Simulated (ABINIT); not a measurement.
# SiO2 (Quartz): G0W0 with ABINIT, start to end

Wanted: ground state, empty states, screening and self-energy for SiO2 (Quartz).

Method: PBE and many-body steps on it, plane waves, in ABINIT 10.8.3.

## 1. The structure

The structure is trigonal, space group P3_121 (No. 152). The conventional cell has a = 4.916 Å, b = 4.916 Å, c = 5.409 Å, α = 90.00°, β = 90.00°, γ = 120.00°. Si has 4 O at 1.61 Å nearest. O has 2 Si at 1.61 Å nearest. Farther neighbours and most contacts between anions are not listed.

The cell and positions come from the Crystallography Open Database and are kept as given unless a step says otherwise.

## 2. Ground state

This step: ABINIT 10.8.3; DFT, PBE, plane waves, norm-conserving pseudopotentials.

The ground-state density comes first.

Contents of run.abi:

```
acell 3*1.0 Angstrom
rprim 
  4.915799999986 0.000000000003 0.000000000000
  -2.457899999996 4.257207679910 0.000000000000
  0.000000000000 0.000000000000 5.409100000000
ntypat 2
znucl 14 8
natom 9
typat 1 1 1 2 2 2 2 2 2
xred 
  0.530300000000 0.000000000000 0.333333333333
  0.000000000000 0.530300000000 0.666666666667
  0.469700000000 0.469700000000 -0.000000000000
  0.146200000000 0.414200000000 0.881000000000
  0.585800000000 0.732000000000 0.214333333333
  0.268000000000 0.853800000000 0.547666666667
  0.414200000000 0.146200000000 0.119000000000
  0.732000000000 0.585800000000 0.785666666667
  0.853800000000 0.268000000000 0.452333333333
pp_dirpath "pseudos"
pseudos "Si.upf, O.upf"
ecut 36
ngkpt 6 6 4
nshiftk 1
shiftk 0 0 0
kptopt 1
chksymbreak 0
nband 32
occopt 1
tolvrs 1e-10
nstep 60
prtwf 0
indata_prefix "in"
outdata_prefix "out"
tmpdata_prefix "tmp"
```

Command:

```
OMP_NUM_THREADS=1 mpirun -n 8 abinit run.abi > log
```

Numbers of over 12 decimals in the logs are rounded to 6 here.

What it wrote:

```text
.Version 10.8.3 of ABINIT. v10.8.2 released Aug 2026.

 Symmetries : space group P3_1 2 1 (#152); Bravais hP (primitive hexag.)
================================================================================
 Values of the parameters that define the memory need of the present run
     intxc =       0    ionmov =       0      iscf =       7    lmnmax =       6
     lnmax =       6     mgfft =      60  mpssoang =       3    mqgrid =    3001
     natom =       9  nloc_mem =       1    nspden =       1   nspinor =       1
    nsppol =       1      nsym =       6    n1xccc =    2501    ntypat =       2
    occopt =       1   xclevel =       2
-    mband =          32        mffmem =           1         mkmem =           3
       mpw =        7924          nfft =      174960          nkpt =          24
================================================================================
  Rough estimation (10% accuracy) of disk space for files :
================================================================================

--------------------------------------------------------------------------------
------------- Echo of variables that govern the present computation ------------
--------------------------------------------------------------------------------
 -outvars: echo values of preprocessed input variables --------
            acell      1.8897261259E+00  1.8897261259E+00  1.8897261259E+00 Bohr

      chksymbreak           0
             ecut      3.60000000E+01 Hartree
-          fftalg         312

              ixc     -101130
              kpt      0.00000000E+00  0.00000000E+00  0.00000000E+00
                       1.66666667E-01  0.00000000E+00  0.00000000E+00
                       3.33333333E-01  0.00000000E+00  0.00000000E+00
                       5.00000000E-01  0.00000000E+00  0.00000000E+00
                       1.66666667E-01  1.66666667E-01  0.00000000E+00
                       3.33333333E-01  1.66666667E-01  0.00000000E+00
                       3.33333333E-01  3.33333333E-01  0.00000000E+00
                       0.00000000E+00  0.00000000E+00  2.50000000E-01
                       1.66666667E-01  0.00000000E+00  2.50000000E-01
   [... 13 further rows ...]
                       3.33333333E-01  1.66666667E-01  5.00000000E-01
                       3.33333333E-01  3.33333333E-01  5.00000000E-01
         kptrlatt        6    0    0      0    6    0      0    0    4
          kptrlen      4.08868704E+01
P           mkmem           3
            natom           9
            nband          32
            ngfft          54      54      60
             nkpt          24
            nstep          60
             nsym           6
           ntypat           2
              occ      2.000000  2.000000  2.000000  2.000000  2.000000  2.000000
                       2.000000  2.000000  2.000000  2.000000  2.000000  2.000000
                       2.000000  2.000000  2.000000  2.000000  2.000000  2.000000
                       2.000000  2.000000  2.000000  2.000000  2.000000  2.000000
                       0.000000  0.000000  0.000000  0.000000  0.000000  0.000000
                       0.000000  0.000000
            prtwf           0
            rprim      4.9158000000E+00  3.0000000000E-12  0.0000000000E+00
[...]
spgroup         152

           tolvrs      1.00000000E-10

             xred      5.3030000000E-01  2.5857407038E-29  3.3333333333E-01
[...]
znucl       14.00000    8.00000

================================================================================

 chkinp: Checking input parameters for consistency.

================================================================================
== DATASET  1 ==================================================================
-   mpi_nproc: 8, omp_nthreads: 1 (-1 if OMP is not activated)

--- !DatasetInfo
iteration_state: {dtset: 1, }
dimensions: {natom: 9, nkpt: 24, mband: 32, nsppol: 1, nspinor: 1, nspden: 1, mpw: 7924, }
cutoff_energies: {ecut:  36.0, pawecutdg:  -1.0, }
electrons: {nelect:   4.80000000E+01, charge:   0.00000000E+00, occopt:   1.00000000E+00, tsmear:   1.00000000E-02, }

 Real(R)+Recip(G) space primitive vectors, cartesian coordinates (Bohr,Bohr^-1):
 R(1)=  9.2895157  0.0000000  0.0000000  G(1)=  0.1076482  0.0621507  0.0000000
 R(2)= -4.6447578  8.0449566  0.0000000  G(2)=  0.0000000  0.1243015  0.0000000
 R(3)=  0.0000000  0.0000000 10.2217176  G(3)=  0.0000000  0.0000000  0.0978309
 Unit cell volume ucvol=  7.6390729E+02 bohr^3
 Angles (23,13,12)=  9.00000000E+01  9.00000000E+01  1.20000000E+02 degrees

 getcut: wavevector=  0.0000  0.0000  0.0000  ngfft=  54  54  60
         ecut(hartree)=     36.000   => boxcut(ratio)=   2.15270

--- Pseudopotential description ------------------------------------------------
- Si Generated using ONCVPSP code by D. R. Hamann
- 14.00000   4.00000  171031                  znucl, zion, pspdat
12 -101130 2 -1 1510                          pspcod,pspxc,lmax,lloc,mmax
     nproj     2     2     2
  pspatm : epsatm=    9.34321561
         --- l  ekb(1:nproj) -->
[...]
pspatm: atomic psp has been read  and splines computed

- O Generated using ONCVPSP code by D. R. Hamann
-  8.00000   6.00000  171031                  znucl, zion, pspdat
[...]
Cartesian components of stress tensor (hartree/bohr^3)
  sigma(1 1)= -1.90571660E-04  sigma(3 2)=  0.00000000E+00
  sigma(2 2)= -1.90571660E-04  sigma(3 1)=  0.00000000E+00
  sigma(3 3)= -1.93020098E-04  sigma(2 1)=  0.00000000E+00

--- !ResultsGS
iteration_state: {dtset: 1, }
comment   : Summary of ground state results
lattice_vectors:
- [  9.2895157,   0.0000000,   0.0000000, ]
- [ -4.6447578,   8.0449566,   0.0000000, ]
- [  0.0000000,   0.0000000,  10.2217176, ]
lattice_lengths: [   9.28952,    9.28952,   10.22172, ]
lattice_angles: [ 90.000,  90.000, 120.000, ] # degrees, (23, 13, 12)
lattice_volume:   7.6390729E+02
convergence: {deltae: -4.349E-12, res2:  8.913E-12, residm:  2.106E-04, diffor: null, }
etotal    :  -1.12355243E+02
entropy   :   0.00000000E+00
fermie    :   7.24587944E-03
cartesian_stress_tensor: # hartree/bohr^3
- [ -1.90571660E-04,   0.00000000E+00,   0.00000000E+00, ]
- [  0.00000000E+00,  -1.90571660E-04,   0.00000000E+00, ]
- [  0.00000000E+00,   0.00000000E+00,  -1.93020098E-04, ]
pressure_GPa:   5.6308E+00
xred      :
- [  5.3030E-01,   2.5857E-29,   3.3333E-01, Si]
- [ -2.2564E-18,   5.3030E-01,   6.6667E-01, Si]
- [  4.6970E-01,   4.6970E-01,   1.3878E-16, Si]
- [  1.4620E-01,   4.1420E-01,   8.8100E-01,  O]
- [  5.8580E-01,   7.3200E-01,   2.1433E-01,  O]
- [  2.6800E-01,   8.5380E-01,   5.4767E-01,  O]
- [  4.1420E-01,   1.4620E-01,   1.1900E-01,  O]
- [  7.3200E-01,   5.8580E-01,   7.8567E-01,  O]
- [  8.5380E-01,   2.6800E-01,   4.5233E-01,  O]
cartesian_forces: # hartree/bohr
- [ -2.89312031E-04,  -2.03869739E-16,   1.92747051E-19, ]
- [  1.44656016E-04,  -2.50551569E-04,   1.92747053E-19, ]
- [  1.44656016E-04,   2.50551569E-04,   1.92747053E-19, ]
- [ -2.67089501E-03,  -5.26962197E-03,   3.03743808E-03, ]
- [  5.89907399E-03,   3.21748057E-04,   3.03743808E-03, ]
- [ -3.22817899E-03,   4.94787391E-03,   3.03743808E-03, ]
- [ -3.22817899E-03,  -4.94787391E-03,  -3.03743808E-03, ]
- [ -2.67089501E-03,   5.26962197E-03,  -3.03743808E-03, ]
- [  5.89907399E-03,  -3.21748057E-04,  -3.03743808E-03, ]
force_length_stats: {min:   2.89312031E-04, max:   6.64293805E-03, mean:   4.52506271E-03, }

 Integrated electronic density in atomic spheres:
 ------------------------------------------------
 Atom  Sphere_radius  Integrated_density
[...]
================================================================================

 ----iterations are completed or convergence reached----

 Mean square residual over all n,k,spin=   10.843E-07; max=  21.057E-05
 reduced coordinates (array xred) for    9 atoms
[...]
0.585800000000      0.732000000000      0.214333333333
       0.268000000000      0.853800000000      0.547666666667
       0.414200000000      0.146200000000      0.119000000000
       0.732000000000      0.585800000000      0.785666666667
       0.853800000000      0.268000000000      0.452333333333
 rms dE/dt=  2.9738E-02; max dE/dt=  3.1048E-02; dE/dt below (all hartree)
    1       0.002687568655     -0.001343784327      0.000000000000
    2      -0.001343784327      0.002687568655      0.000000000000
    3      -0.001343784327     -0.001343784327      0.000000000000
    4       0.024811321061      0.029988219362     -0.031047834223
    5      -0.054799540423      0.024811321061     -0.031047834223
    6       0.029988219362     -0.054799540423     -0.031047834223
    7       0.029988219362      0.024811321061      0.031047834223
    8       0.024811321061     -0.054799540423      0.031047834223
    9      -0.054799540423      0.029988219362      0.031047834223

 cartesian coordinates (angstrom) at end:
    1      2.606849     1.59e-12     1.803033
[...]
cartesian forces (hartree/bohr) at end:
[...]
frms,max,avg= 3.1329956E-03 5.8990740E-03   0.000E+00  0.000E+00  0.000E+00 h/b

 cartesian forces (eV/Angstrom) at end:
[...]
5      0.303343     0.016545     0.156191
    6     -0.166000     0.254430     0.156191
    7     -0.166000    -0.254430    -0.156191
    8     -0.137343     0.270975    -0.156191
    9      0.303343    -0.016545    -0.156191
 frms,max,avg= 1.6110511E-01 3.0334258E-01   0.000E+00  0.000E+00  0.000E+00 e/A
 length scales=  1.889726125908  1.889726125908  1.889726125908 bohr
              =  1.000000000000  1.000000000000  1.000000000000 angstroms
 prteigrs : about to open file out_EIG
 Fermi (or HOMO) energy (hartree) =   0.00725   Average Vxc (hartree)=  -0.33651
 Eigenvalues (hartree) for nkpt=  24  k points:
 kpt#   1, nband= 32, wtk=  0.00694, kpt=  0.0000  0.0000  0.0000 (reduced coord)
  -0.70426   -0.64805   -0.64805   -0.62445   -0.62301   -0.62301   -0.29558   -0.29558
  -0.19235   -0.19132   -0.18529   -0.18529   -0.10056   -0.10056   -0.09158   -0.08257
  -0.04784   -0.04784   -0.04678   -0.02927   -0.02927   -0.01783   -0.00426   -0.00426
   0.22915    0.35014    0.35014    0.36685    0.36685    0.41145    0.43686    0.45798
 prteigrs : prtvol=0 or 1, do not print more k-points.

--- !EnergyTerms
iteration_state     : {dtset: 1, }
comment             : Components of total free energy in Hartree
kinetic             :  7.35642990220719E+01
hartree             :  3.87480527388065E+01
xc                  : -3.03812606925484E+01
Ewald energy        : -6.94185472439243E+01
psp_core            :  4.09698169712855E+00
local_psp           : -1.14076840399786E+02
non_local_psp       : -1.48879280897454E+01
total_energy        : -1.12355242967997E+02
total_energy_eV     : -3.05734191316322E+03
band_energy         : -1.16584160801651E+01

 Cartesian components of stress tensor (hartree/bohr^3)
  sigma(1 1)= -1.90571660E-04  sigma(3 2)=  0.00000000E+00
  sigma(2 2)= -1.90571660E-04  sigma(3 1)=  0.00000000E+00
  sigma(3 3)= -1.93020098E-04  sigma(2 1)=  0.00000000E+00

-Cartesian components of stress tensor (GPa)         [Pressure=  5.6308E+00 GPa]
- sigma(1 1)= -5.60681182E+00  sigma(3 2)=  0.00000000E+00
- sigma(2 2)= -5.60681182E+00  sigma(3 1)=  0.00000000E+00
- sigma(3 3)= -5.67884735E+00  sigma(2 1)=  0.00000000E+00

== END DATASET(S) ==============================================================
================================================================================

 -outvars: echo values of variables after computation  --------
           etotal     -1.1235524297E+02
            nband          32
             nkpt          24
          spgroup         152
 [... the other variables as echoed above ...]

 Calculation completed.
```

Wall time 39 s (8 MPI ranks of Arm Neoverse V2, shared host); peak memory 0.86 GiB; 5.1 min of CPU time.

Numbers from this step:

```yaml
total_energy: -3057.3419 eV
gap: 6.038 eV
k_of_the_valence_top: 0.3333, 0.3333, 0
k_of_the_conduction_bottom: 0, 0, 0
least_direct_gap: 6.351 eV
pressure: 5.631 GPa
```

The gap is indirect, with the least direct gap 0.31 eV higher.

The cutoff was set for levels, not for stress, so the pressure can be off by some GPa.

[end of part 1 of 3]

[Paths, hosts, dates, memory and timing lines, banners, echoed tables and standing remarks are left out of the program output.]

[Logs are printed without paths, hosts, clocks, repeated set-up lines and the standing remarks that a program may print on its own settings, such as how far it seeks lower states.]

[Runs of the session that timed out or met a known fault of the program may be left out.]

[Hosts, paths, dates, database ids (printed as entryN), source tags and the programs' standing remarks are cut or masked in the printed files.]

[G0W0 gaps are taken among the corrected bands and points alone; a level outside them can change the order at an edge.]

[Where Ansatz stands beside ABINIT at settings called matched, ABINIT's density can come from a denser mesh and the files from another edition; pairs whose starting gaps differed by over 0.03 eV were left out, so agreement reads better than it is.]
